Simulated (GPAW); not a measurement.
# Work function of 1T-FeClBr monolayer at several levels, part 2 of 2

How far do functional and basis move the work function of 1T-FeClBr monolayer?

GPAW 26.7.0; GPAW, PAW setups; layer in a repeated cell with vacuum, relaxation of atoms and in-plane cell (the session's first sound run).

So far, upper work function (eV): step 3 (plane waves, PBE) 5.39; step 4 (revPBE) 5.27; step 5 (LDA) 5.68; step 6 (RPBE) 5.27; step 7 (GPAW, PAW setups) 5.70.

**8. Self-consistent run: xc = "vdW-DF2"**

Level of this step: GPAW, PAW setups; slab in vacuum (GPAW).

The same geometry under vdW-DF2, to see how far the functional moves the levels against the vacuum (the van der Waals functionals take revPBE setups).

The input, run.py:

```python
import json
import numpy as np
from ase import Atoms
from gpaw import GPAW, PW

slab = Atoms(
    ['Br', 'Fe', 'Cl'],
    positions=[
        [1.81918, 1.05030, 9.00000],
        [-0.00000, 0.00000, 10.55304],
        [0.00000, 2.10061, 11.89151]],
    cell=[[3.63835, 0.0, 0.0], [-1.81918, 3.15091, 0.0], [0.0, 0.0, 20.8915]],
    pbc=[True, True, False],
    magmoms=[0.0, 4.0, 0.0])

slab.calc = GPAW(mode=PW(400), xc='vdW-DF2', kpts={'size': (9, 9, 1), 'gamma': True},
                 occupations={'name': 'fermi-dirac', 'width': 0.05}, nbands='160%',
                 convergence={'density': 1e-05}, maxiter=200,
                 poissonsolver={'dipolelayer': 'xy'},
                 symmetry={'tolerance': 1e-3}, txt='slab.txt')
result = {}
energy = slab.get_potential_energy()
fermi = slab.calc.get_fermi_level()
v = slab.calc.get_electrostatic_potential().mean((0, 1)) - fermi
n = slab.calc.get_pseudo_density().mean((0, 1))
L = slab.cell[2, 2]
z = np.arange(len(v)) * L / len(v)
low, high = slab.positions[:, 2].min(), slab.positions[:, 2].max()
below, above = np.interp([low - 6.8, high + 6.8], z, v)
slopes = [np.interp(x, z, np.gradient(v, z)) for x in (low - 6.8, high + 6.8)]
eps = np.array([[slab.calc.get_eigenvalues(k, s) for k in range(len(slab.calc.get_ibz_k_points()))]
                for s in range(slab.calc.get_number_of_spins())]) - fermi
top, bottom = eps[eps < 0].max(), eps[eps > 0].min()
dipole = slab.get_dipole_moment()[2]
print(f'energy {energy:.4f} eV, Fermi level {fermi:.4f} eV, dipole {dipole:.5f} e A')
print(f'potential 6.8 A off the faces, from the Fermi level: lower {below:.4f} eV, upper {above:.4f} eV')
print(f'slope of the potential there: lower {slopes[0]:.5f}, upper {slopes[1]:.5f} eV/A')
print(f'nearest levels on the mesh: {top:.4f} and {bottom:.4f} eV')
print('magnetic moment', round(slab.get_magnetic_moment(), 3))
result.update(energy=energy, fermi=fermi, dipole=dipole, below=below, above=above, slopes=slopes, edges=[top, bottom],
              z=z.tolist(), v=v.tolist(), n=n.tolist(), positions=slab.positions.tolist(),
              forces=slab.get_forces(apply_constraint=False).tolist(), moments=slab.get_magnetic_moments().tolist())
json.dump(result, open('result.json', 'w'))
```

Launch:

```sh
> OMP_NUM_THREADS=1 OPENBLAS_NUM_THREADS=1 python run.py
```

Output:

```text
energy -161.0688 eV, Fermi level -3.1102 eV, dipole -0.01695 e A
potential 6.8 A off the faces, from the Fermi level: lower 5.7667 eV, upper 6.0313 eV
slope of the potential there: lower -0.00000, upper -0.00002 eV/A
nearest levels on the mesh: -0.0906 and 0.0270 eV
magnetic moment 4.0
```

The job ended after 46 s (1 thread of Intel Xeon Platinum 8488C (Sapphire Rapids), shared host; peak memory 0.43 GiB).

This step gave:

| Quantity | Value |
| --- | --- |
| dipole along the normal | -0.01695 e·Å |
| levels nearest the Fermi level on the mesh | -0.09056, 0.02699 eV from the Fermi level |
| upper work function | 6.031 eV |
| lower work function | 5.767 eV |
| site moments | 0.1684, 3.374, 0.09666 μB |
| sum of the site moments | 3.639 μB |

The electrostatic potential energy of an electron (without an applied field's), less the Fermi level, planar mean by z:

```csv
z (Å),"electrostatic potential energy of an electron (without an applied field's), less the Fermi level, planar mean (eV)"
0.0,5.90
0.5,5.77
1.0,5.77
1.5,5.77
2.0,5.77
2.5,5.77
3.0,5.77
3.5,5.77
4.0,5.77
4.5,5.77
5.0,5.77
5.5,5.77
6.0,5.76
6.5,5.74
7.0,5.66
7.5,5.30
8.0,3.60
8.5,-3.51
9.0,-13.3
9.5,-5.59
10.0,-3.75
10.5,-9.91
11.0,-5.34
11.5,-6.64
12.0,-12.0
12.5,0.749
13.0,5.00
13.5,5.83
14.0,5.99
14.5,6.02
15.0,6.03
15.5,6.03
16.0,6.03
16.5,6.03
17.0,6.03
17.5,6.03
18.0,6.03
18.5,6.03
19.0,6.03
19.5,6.03
20.0,6.03
20.5,6.02
```

The upper face's work function is 6.031 eV, against 5.391 eV in the first plane-wave PBE run at this geometry.

**9. Real-space grid: mode = "fd"**

A real-space grid is a second complete basis, so it checks the plane-wave result.

run.py, as its differences from that of step 8:

```diff
@@ -3,3 +3,3 @@
 from ase import Atoms
-from gpaw import GPAW, PW
+from gpaw import GPAW
 
@@ -15,3 +15,3 @@
 
-slab.calc = GPAW(mode=PW(400), xc='vdW-DF2', kpts={'size': (9, 9, 1), 'gamma': True},
+slab.calc = GPAW(mode='fd', h=0.18, xc='PBE', kpts={'size': (9, 9, 1), 'gamma': True},
                  occupations={'name': 'fermi-dirac', 'width': 0.05}, nbands='160%',
```

Output:

```text
energy -14.2142 eV, Fermi level -5.2800 eV, dipole -0.01500 e A
potential 6.8 A off the faces, from the Fermi level: lower 5.1621 eV, upper 5.3979 eV
slope of the potential there: lower 0.00000, upper 0.00000 eV/A
nearest levels on the mesh: -0.0907 and 0.0228 eV
magnetic moment 4.0
```

Run time: 2 min. Hardware: 1 thread; peak memory 0.5 GiB.

Numbers from this step:

```yaml
dipole_along_the_normal: -0.01500 e·Å
levels_nearest_the_fermi_level_on_the_mesh: -0.09065, 0.02285 eV from the Fermi level
upper_work_function: 5.398 eV
lower_work_function: 5.162 eV
site_moments: 0.1556, 3.418, 0.09085 μB
sum_of_the_site_moments: 3.665 μB
```

The electrostatic potential energy of an electron (without an applied field's), less the Fermi level, planar mean by z:

```csv
z (Å),"electrostatic potential energy of an electron (without an applied field's), less the Fermi level, planar mean (eV)"
0.0,5.28
0.5,5.16
1.0,5.16
1.5,5.16
2.0,5.16
2.5,5.16
3.0,5.16
3.5,5.16
4.0,5.16
4.5,5.16
5.0,5.16
5.5,5.16
6.0,5.16
6.5,5.15
7.0,5.08
7.5,4.76
8.0,3.15
8.5,-3.85
9.0,-13.7
9.5,-5.81
10.0,-3.90
10.5,-10.2
11.0,-5.58
11.5,-7.00
12.0,-12.5
12.5,0.296
13.0,4.44
13.5,5.22
14.0,5.36
14.5,5.39
15.0,5.40
15.5,5.40
16.0,5.40
16.5,5.40
17.0,5.40
17.5,5.40
18.0,5.40
18.5,5.40
19.0,5.40
19.5,5.40
20.0,5.40
20.5,5.40
```

The upper face's work function is 5.398 eV, against 5.391 eV in the first plane-wave PBE run at this geometry.

**10. Atomic orbitals: mode = "lcao"**

Atom-centred orbitals end a few angstrom from the surface, which tests how much the density's tail matters.

run.py, as its differences from that of step 9:

```diff
@@ -15,4 +15,4 @@
 
-slab.calc = GPAW(mode='fd', h=0.18, xc='PBE', kpts={'size': (9, 9, 1), 'gamma': True},
-                 occupations={'name': 'fermi-dirac', 'width': 0.05}, nbands='160%',
+slab.calc = GPAW(mode='lcao', basis='dzp', h=0.18, xc='PBE', kpts={'size': (9, 9, 1), 'gamma': True},
+                 occupations={'name': 'fermi-dirac', 'width': 0.05}, nbands='120%',
                  convergence={'density': 1e-05}, maxiter=200,
```

Output:

```text
energy -12.7529 eV, Fermi level -5.0502 eV, dipole -0.00524 e A
potential 6.8 A off the faces, from the Fermi level: lower 5.0094 eV, upper 5.0911 eV
slope of the potential there: lower 0.00000, upper 0.00000 eV/A
nearest levels on the mesh: -0.0987 and 0.0141 eV
magnetic moment 4.0
```

Run time: 27 s. Hardware: 1 thread; peak memory 0.25 GiB.

This step gave:

```
dipole along the normal                    : -0.005242 e·Å
levels nearest the Fermi level on the mesh : -0.09873, 0.01410 eV from the Fermi level
upper work function                        : 5.091 eV
lower work function                        : 5.009 eV
site moments                               : 0.1483, 3.395, 0.08786 μB
sum of the site moments                    : 3.632 μB
```

Table of electrostatic potential energy of an electron (without an applied field's), less the Fermi level, planar mean by z:

```csv
z (Å),"electrostatic potential energy of an electron (without an applied field's), less the Fermi level, planar mean (eV)"
0.0,5.05
0.5,5.01
1.0,5.01
1.5,5.01
2.0,5.01
2.5,5.01
3.0,5.01
3.5,5.01
4.0,5.01
4.5,5.01
5.0,5.01
5.5,5.01
6.0,5.01
6.5,5.01
7.0,4.98
7.5,4.72
8.0,3.11
8.5,-3.99
9.0,-14.0
9.5,-6.34
10.0,-4.55
10.5,-10.8
11.0,-6.18
11.5,-7.51
12.0,-12.8
12.5,0.0768
13.0,4.27
13.5,5.00
14.0,5.09
14.5,5.09
15.0,5.09
15.5,5.09
16.0,5.09
16.5,5.09
17.0,5.09
17.5,5.09
18.0,5.09
18.5,5.09
19.0,5.09
19.5,5.09
20.0,5.09
20.5,5.09
```

The upper face's work function is 5.091 eV, against 5.391 eV in the first plane-wave PBE run at this geometry.

**11. The ladder**

Times are for 1 thread of Intel Xeon Platinum 8488C (Sapphire Rapids), shared host. The runs compared:

```csv
no.,run,upper work function (eV),lower work function (eV),time,memory (GiB)
1,pw,5.391,5.155,35 s,0.26
2,revPBE,5.275,5.046,35 s,0.26
3,LDA,5.681,5.437,36 s,0.24
4,RPBE,5.274,5.045,36 s,0.26
5,optPBE vdW,5.696,5.462,49 s,0.42
6,vdW DF2,6.031,5.767,46 s,0.43
7,fd,5.398,5.162,2 min,0.5
8,lcao,5.091,5.009,27 s,0.25
```

**12. Side by side**

Results and costs are gathered.

This step: comparison of work functions, dipole and cost (GPAW 26.7.0).

Ladder, by row:

```csv
step,code,"work function, upper (eV)","work function, lower (eV)",dipole (e Å),wall time (s),peak memory (GiB),threads
pw,GPAW,5.391,5.155,-0.0151,35.25,0.26,1
revPBE,GPAW,5.275,5.046,-0.0147,35.21,0.26,1
LDA,GPAW,5.681,5.437,-0.0157,36.24,0.24,1
RPBE,GPAW,5.274,5.045,-0.01472,35.89,0.26,1
optPBE-vdW,GPAW,5.696,5.462,-0.01504,48.81,0.42,1
vdW-DF2,GPAW,6.031,5.767,-0.01695,46.48,0.43,1
fd,GPAW,5.398,5.162,-0.015,121.6,0.5,1
lcao,GPAW,5.091,5.009,-0.005242,26.77,0.25,1
```

**13. Outcome**

| Quantity | Value |
| --- | --- |
| work function, upper and lower face | 5.391 and 5.155 eV |
| dipole along the normal | -0.0151 e Å |

With plane waves and PBE the work function is 5.39 eV on the upper face and 5.16 eV on the lower. The two faces differ by 0.24 eV, the step that the slab's dipole makes (e p/(ε0 A) gives 0.24 eV), so the dipole layer is needed. Over the sound runs of the table the upper face's work function spans 5.091 (lcao) to 6.031 eV (vdW-DF2). Atomic orbitals miss the plane-wave value by -0.30 eV, since they describe the tail of the density in the vacuum poorly. The starting lattice was a guess from atomic radii; the relaxation moved it by 5 %. The relaxation of atoms and cell ran in a fully periodic cell without the dipole layer, so the atoms of this polar layer felt a small spurious field. One magnetic start was tried; another order may lie lower. The layer's cell and atoms come from the relaxation; spin-orbit coupling and temperature are left out.

[Logs are printed without paths, hosts, clocks, repeated set-up lines and the standing remarks that a program may print on its own settings, such as how far it seeks lower states.]

[Hosts, paths, dates, database ids (printed as entryN), source tags and the programs' standing remarks are cut or masked in the printed files.]
